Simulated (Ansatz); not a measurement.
Reflectivity of Nb3Sn (Pm-3n) at normal incidence (Ansatz, PBE, independent particles, without spin-orbit coupling, line width 0.15 eV (Gaussian), carrier damping 0.05 eV):

```csv
E (eV),R (%)
1.00,62.5
1.25,64.2
1.50,62.6
1.75,59.2
2.00,57.5
2.25,55.2
2.50,54.5
2.75,56.4
3.00,56.9
3.25,56.6
3.50,55.0
3.75,56.9
4.00,56.6
4.25,56.3
4.50,52.1
4.75,50.0
5.00,46.3
```

Problem. What colour would a polished face show in daylight?

Solution. Light grey: CIE x = 0.315, y = 0.327, luminous reflectivity 56 % under D65, from the mean over the axes.

[Logs are printed without paths, hosts, clocks, repeated set-up lines and the standing remarks that a program may print on its own settings, such as how far it seeks lower states.]
